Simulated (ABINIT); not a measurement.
# Quasiparticle gap of Te2Mo (P6_3/mmc) in ABINIT

Wanted: ground state, empty states, screening and self-energy for Te2Mo (P6_3/mmc).

Program: ABINIT 10.8.3. Level of theory: PBE and many-body steps on it, plane waves. Values are calculated unless marked as measured.

**The experiments to reproduce.**

- Gap 0.96 ± 0.02 eV: smallest (indirect) quasiparticle gap from STS band onsets; scanning tunneling spectroscopy; 77 K; bulk crystal (um-thick flakes cleaved in ultrahigh vacuum) (“Surface transport and band gap structure of exfoliated 2H-MoTe2 crystals”, 2014, arxiv:1407.1219).

- Gap 1.06 eV: direct gap at K (A transition); photoreflectance; 295 K; bulk crystal (commercial Bridgman-grown bulk crystal) (“Photoacoustic and modulated reflectance studies of indirect and direct band gap in van der Waals crystals”, 2017, pmc:5684221).

- Gap 1.03 eV: direct optical gap (A exciton hot luminescence) from PL; photoluminescence; 300 K; bulk crystal (thick exfoliated flake, about 50 layers or more) (“Direct versus indirect band gap emission and exciton-exciton annihilation in atomically thin molybdenum ditelluride (MoTe2)”, 2016, arxiv:1602.03071).

- Gap 0.88 ± 0.05 eV: indirect optical gap from extrapolated square root of absorption; phonon energy not resolved; optical transmission spectroscopy; 300 K; bulk crystal (exfoliated flakes 32 nm to 20 um thick, from chemical vapour transport crystal) (“Surface transport and band gap structure of exfoliated 2H-MoTe2 crystals”, 2014, arxiv:1407.1219).

- Gap 0.94 eV: indirect optical gap from PL (phonon-assisted emission peak); photoluminescence; 300 K; bulk crystal (thick exfoliated flake, about 50 layers or more) (“Direct versus indirect band gap emission and exciton-exciton annihilation in atomically thin molybdenum ditelluride (MoTe2)”, 2016, arxiv:1602.03071).

### Step 1. The system as given

It takes space group P6_3/mmc (No. 194, hexagonal). The conventional cell has a = 3.518 Å, b = 3.518 Å, c = 13.974 Å, α = 90.00°, β = 90.00°, γ = 120.00°. Nearest to Te lie 3 Mo at 2.72 Å. Nearest to Mo lie 6 Te at 2.72 Å. Farther neighbours, and contacts between anions beyond the nearest, are not listed.

The cell and positions come from the Crystallography Open Database and are kept as given unless a step says otherwise.

### Step 2. Ground state

This step: ABINIT 10.8.3; DFT, PBE, plane waves, norm-conserving pseudopotentials.

The ground-state density comes first.

run.abi reads:

```
acell 3*1.0 Angstrom
rprim 
  3.518200000003 -0.000000000001 0.000000000000
  -1.759100000001 3.046850575598 0.000000000000
  0.000000000000 0.000000000000 13.973600000000
ntypat 2
znucl 52 42
natom 6
typat 1 1 1 1 2 2
xred 
  0.333333333333 0.666666666667 0.621000000000
  0.666666666667 0.333333333333 0.121000000000
  0.333333333333 0.666666666667 0.879000000000
  0.666666666667 0.333333333333 0.379000000000
  0.333333333333 0.666666666667 0.250000000000
  0.666666666667 0.333333333333 0.750000000000
pp_dirpath "pseudos"
pseudos "Te.upf, Mo.upf"
ecut 39
ngkpt 6 6 1
nshiftk 1
shiftk 0 0 0
kptopt 1
chksymbreak 0
nband 69
occopt 1
tolvrs 1e-08
nstep 60
prtwf 0
optforces 0
optstress 0
indata_prefix "in"
outdata_prefix "out"
tmpdata_prefix "tmp"
```

On the command line:

```console
OMP_NUM_THREADS=1 mpirun -n 7 abinit run.abi > log
```

What it wrote:

```text
.Version 10.8.3 of ABINIT. v10.8.2 released Aug 2026.

 Symmetries : space group P6_3/m m c (#194); Bravais hP (primitive hexag.)
================================================================================
 Values of the parameters that define the memory need of the present run
     intxc =       0    ionmov =       0      iscf =       7    lmnmax =       8
     lnmax =       8     mgfft =     150  mpssoang =       4    mqgrid =    7424
     natom =       6  nloc_mem =       1    nspden =       1   nspinor =       1
    nsppol =       1      nsym =      24    n1xccc =    2501    ntypat =       2
    occopt =       1   xclevel =       2
-    mband =          69        mffmem =           1         mkmem =           1
       mpw =       11774          nfft =      240000          nkpt =           7
================================================================================
  Rough estimation (10% accuracy) of disk space for files :
================================================================================

--------------------------------------------------------------------------------
------------- Echo of variables that govern the present computation ------------
--------------------------------------------------------------------------------
 -outvars: echo values of preprocessed input variables --------
            acell      1.8897261259E+00  1.8897261259E+00  1.8897261259E+00 Bohr

      chksymbreak           0
             ecut      3.90000000E+01 Hartree
-          fftalg         312

              ixc     -101130
              kpt      0.00000000E+00  0.00000000E+00  0.00000000E+00
                       1.66666667E-01  0.00000000E+00  0.00000000E+00
                       3.33333333E-01  0.00000000E+00  0.00000000E+00
                       5.00000000E-01  0.00000000E+00  0.00000000E+00
                       1.66666667E-01  1.66666667E-01  0.00000000E+00
                       3.33333333E-01  1.66666667E-01  0.00000000E+00
                       3.33333333E-01  3.33333333E-01  0.00000000E+00
         kptrlatt        6    0    0      0    6    0      0    0    1
          kptrlen      2.64062770E+01
P           mkmem           1
            natom           6
            nband          69
            ngfft          40      40     150
             nkpt           7
            nstep          60
             nsym          24
           ntypat           2
              occ      2.000000  2.000000  2.000000  2.000000  2.000000  2.000000
                       2.000000  2.000000  2.000000  2.000000  2.000000  2.000000
                       2.000000  2.000000  2.000000  2.000000  2.000000  2.000000
                       2.000000  2.000000  2.000000  2.000000  2.000000  2.000000
                       2.000000  2.000000  2.000000  2.000000  2.000000  2.000000
                       2.000000  2.000000  2.000000  2.000000  2.000000  2.000000
                       2.000000  2.000000  2.000000  2.000000  2.000000  2.000000
                       2.000000  2.000000  2.000000  2.000000  2.000000  2.000000
                       2.000000  2.000000  2.000000  2.000000  2.000000  2.000000
                       2.000000  2.000000  2.000000  2.000000  2.000000  2.000000
                       2.000000  2.000000  0.000000  0.000000  0.000000  0.000000
                       0.000000  0.000000  0.000000
        optforces           0
        optstress           0
            prtwf           0
            rprim      3.5182000000E+00 -1.0000000000E-12  0.0000000000E+00
                      -1.7591000000E+00  3.0468505756E+00  0.0000000000E+00
                       0.0000000000E+00  0.0000000000E+00  1.3973600000E+01
          spgroup         194

           tolvrs      1.00000000E-08

             xred      3.3333333333E-01  6.6666666667E-01  6.2100000000E-01
                       6.6666666667E-01  3.3333333333E-01  1.2100000000E-01
[...]
znucl       52.00000   42.00000

================================================================================

 chkinp: Checking input parameters for consistency.

================================================================================
== DATASET  1 ==================================================================
-   mpi_nproc: 7, omp_nthreads: 1 (-1 if OMP is not activated)

--- !DatasetInfo
iteration_state: {dtset: 1, }
dimensions: {natom: 6, nkpt: 7, mband: 69, nsppol: 1, nspinor: 1, nspden: 1, mpw: 11774, }
cutoff_energies: {ecut:  39.0, pawecutdg:  -1.0, }
electrons: {nelect:   1.24000000E+02, charge:   0.00000000E+00, occopt:   1.00000000E+00, tsmear:   1.00000000E-02, }

 Real(R)+Recip(G) space primitive vectors, cartesian coordinates (Bohr,Bohr^-1):
 R(1)=  6.6484345  0.0000000  0.0000000  G(1)=  0.1504113  0.0868400  0.0000000
 R(2)= -3.3242172  5.7577131  0.0000000  G(2)=  0.0000000  0.1736801  0.0000000
 R(3)=  0.0000000  0.0000000 26.4062770  G(3)=  0.0000000  0.0000000  0.0378698
 Unit cell volume ucvol=  1.0108264E+03 bohr^3
 Angles (23,13,12)=  9.00000000E+01  9.00000000E+01  1.20000000E+02 degrees

 getcut: wavevector=  0.0000  0.0000  0.0000  ngfft=  40  40 150
         ecut(hartree)=     39.000   => boxcut(ratio)=   2.02063

--- Pseudopotential description ------------------------------------------------
- Te Generated using ONCVPSP code by D. R. Hamann
- 52.00000  24.00000  220131                  znucl, zion, pspdat
12 -101130 3 -1 1294                          pspcod,pspxc,lmax,lloc,mmax
     nproj     2     2     2     2
  pspatm : epsatm=   28.89495404
         --- l  ekb(1:nproj) -->
[...]
pspatm: atomic psp has been read  and splines computed

- Mo Generated using ONCVPSP code by D. R. Hamann
- 42.00000  14.00000  171031                  znucl, zion, pspdat
12 -101130 2 -1 1640                          pspcod,pspxc,lmax,lloc,mmax
     nproj     2     2     2     0
  pspatm : epsatm=   15.95693798
         --- l  ekb(1:nproj) -->
[...]
pspatm: atomic psp has been read  and splines computed

   1.82892178E+04                                ecore*ucvol(ha*bohr**3)
--------------------------------------------------------------------------------

_setup2: Arith. and geom. avg. npw (full set) are   11752.417   11752.405

================================================================================

--- !BeginCycle
iteration_state: {dtset: 1, }
solver: {iscf: 7, nstep: 60, nline: 4, wfoptalg: 0, }
tolerances: {tolvrs: 1.00E-08, }

     iter   Etot(hartree)      deltaE(h)  residm     vres2
 ETOT  1  -1259.9414146611    -1.260E+03 7.472E-01 2.161E+03
 ETOT  2  -1259.8940950935     4.732E-02 1.923E-02 4.018E+04
 ETOT  3  -1262.4960175785    -2.602E+00 1.275E-02 1.054E+03
 ETOT  4  -1262.5523025868    -5.629E-02 2.653E-03 5.098E+01
 ETOT  5  -1262.5547136364    -2.411E-03 4.047E-04 8.005E-01
 ETOT  6  -1262.5547850889    -7.145E-05 8.110E-04 2.149E-01
 ETOT  7  -1262.5547846982     3.907E-07 2.200E-04 1.599E-01
 ETOT  8  -1262.5547922402    -7.542E-06 2.013E-04 6.059E-04
 ETOT  9  -1262.5547922565    -1.628E-08 1.022E-04 3.243E-04
 ETOT 10  -1262.5547922690    -1.252E-08 6.778E-05 6.855E-07
 ETOT 11  -1262.5547922691    -7.026E-11 3.945E-05 1.427E-07
 ETOT 12  -1262.5547922691    -1.683E-11 2.535E-05 1.492E-09

 At SCF step   12       vres2   =  1.49E-09 < tolvrs=  1.00E-08 =>converged.

--- !ResultsGS
iteration_state: {dtset: 1, }
comment   : Summary of ground state results
lattice_vectors:
- [  6.6484345,  -0.0000000,   0.0000000, ]
- [ -3.3242172,   5.7577131,   0.0000000, ]
- [  0.0000000,   0.0000000,  26.4062770, ]
lattice_lengths: [   6.64843,    6.64843,   26.40628, ]
lattice_angles: [ 90.000,  90.000, 120.000, ] # degrees, (23, 13, 12)
lattice_volume:   1.0108264E+03
convergence: {deltae: -1.683E-11, res2:  1.492E-09, residm:  2.535E-05, diffor:  0.000E+00, }
etotal    :  -1.26255479E+03
entropy   :   0.00000000E+00
fermie    :   3.64950872E-01
cartesian_stress_tensor: null
pressure_GPa: null
xred      :
- [  3.3333E-01,   6.6667E-01,   6.2100E-01, Te]
- [  6.6667E-01,   3.3333E-01,   1.2100E-01, Te]
- [  3.3333E-01,   6.6667E-01,   8.7900E-01, Te]
- [  6.6667E-01,   3.3333E-01,   3.7900E-01, Te]
- [  3.3333E-01,   6.6667E-01,   2.5000E-01, Mo]
- [  6.6667E-01,   3.3333E-01,   7.5000E-01, Mo]
cartesian_forces: null
force_length_stats: {min: null, max: null, mean: null, }

 Integrated electronic density in atomic spheres:
 ------------------------------------------------
 Atom  Sphere_radius  Integrated_density
[...]
================================================================================

 ----iterations are completed or convergence reached----

 Mean square residual over all n,k,spin=   17.940E-08; max=  25.348E-06
 reduced coordinates (array xred) for    6 atoms
[...]
0.666667      0.333333      0.121000
       0.333333      0.666667      0.879000
       0.666667      0.333333      0.379000
       0.333333      0.666667      0.250000
       0.666667      0.333333      0.750000
 rms dE/dt=  0.0000E+00; max dE/dt=  0.0000E+00; dE/dt below (all hartree)
    1       0.000000      0.000000      0.000000
    2       0.000000      0.000000      0.000000
    3       0.000000      0.000000      0.000000
    4       0.000000      0.000000      0.000000
    5       0.000000      0.000000      0.000000
    6       0.000000      0.000000      0.000000

 cartesian coordinates (angstrom) at end:
    1      3.3e-13     2.031234     8.677606
    2      1.759100     1.015617     1.690806
    3      3.3e-13     2.031234    12.282794
    4      1.759100     1.015617     5.295994
    5      3.3e-13     2.031234     3.493400
    6      1.759100     1.015617    10.480200
 length scales=  1.889726  1.889726  1.889726 bohr
              =  1.000000  1.000000  1.000000 angstroms
 prteigrs : about to open file out_EIG
 Fermi (or HOMO) energy (hartree) =   0.36495   Average Vxc (hartree)=  -0.40661
 Eigenvalues (hartree) for nkpt=   7  k points:
 kpt#   1, nband= 69, wtk=  0.02778, kpt=  0.0000  0.0000  0.0000 (reduced coord)
  -5.49383   -5.49382   -5.49382   -5.49382   -3.65755   -3.65755   -3.65755   -3.65755
  -3.65755   -3.65755   -3.65755   -3.65755   -3.65516   -3.65516   -3.65516   -3.65516
  -1.87049   -1.87049   -0.98423   -0.98423   -0.98402   -0.98402   -0.98367   -0.98367
  -0.98364   -0.98364   -0.98181   -0.98181   -0.98178   -0.98178   -0.98146   -0.98146
  -0.98141   -0.98141   -0.98138   -0.98113   -0.98078   -0.98077   -0.92112   -0.92112
  -0.91553   -0.91553   -0.91553   -0.91553   -0.11413   -0.10224   -0.08278   -0.06418
   0.14853    0.19631    0.25077    0.29785    0.29785    0.29842    0.29842    0.32641
   0.32650    0.32650    0.32780    0.32780    0.35298    0.36495    0.47176    0.47178
   0.47665    0.47674    0.47992    0.47992    0.48929
 prteigrs : prtvol=0 or 1, do not print more k-points.

--- !EnergyTerms
iteration_state     : {dtset: 1, }
comment             : Components of total free energy in Hartree
kinetic             :  4.234259E+02
hartree             :  4.107471E+02
xc                  : -1.653935E+02
Ewald energy        : -6.606120E+02
psp_core            :  1.809333E+01
local_psp           : -1.248912E+03
non_local_psp       : -3.990336E+01
total_energy        : -1.262555E+03
total_energy_eV     : -3.435587E+04
band_energy         : -1.823721E+02

== END DATASET(S) ==============================================================
================================================================================

 -outvars: echo values of variables after computation  --------
           etotal     -1.2625547923E+03
            nband          69
             nkpt           7
          spgroup         194
 [... the other variables as echoed above ...]

 Calculation completed.
```

Run time: 44 s. Hardware: 7 MPI ranks of Intel Xeon 6975P-C (Granite Rapids), shared host; peak memory 0.97 GiB.

Read from the output:

| Item | Value |
| --- | --- |
| total energy | -34355.8661 eV |
| gap | 0.8286 eV |
| k of the valence top | 0, 0, 0 |
| k of the conduction bottom | 0.1667, 0.1667, 0 |
| least direct gap | 1.039 eV |

The gap is indirect, with the least direct gap 0.21 eV higher.

[end of part 1 of 3]

[Long decimals in the printed logs are rounded to 6 places.]

[Logs are printed without paths, hosts, clocks, repeated set-up lines and the standing remarks that a program may print on its own settings, such as how far it seeks lower states.]

[Paths, hosts, dates, memory and timing lines, banners, echoed tables and standing remarks are left out of the program output; an Ansatz launch command may be rebuilt from the run's recorded settings. Measured values are a selection of at most five: reports struck by readers or far from the other reports are left out. None is set beside runs whose start may be inverted or whose files or cutoffs have a known fault.]

[Runs of the session that timed out or met a known fault of the program may be left out.]

[Hosts, paths, dates, database ids (printed as entryN), source tags and the programs' standing remarks are cut or masked in the printed files.]

[G0W0 gaps are taken among the corrected bands and points alone; a level outside them can change the order at an edge.]

[Where Ansatz stands beside ABINIT at settings called matched, ABINIT's density can come from a denser mesh and the files from another edition; pairs whose starting gaps differed by over 0.03 eV were left out, so agreement reads better than it is.]
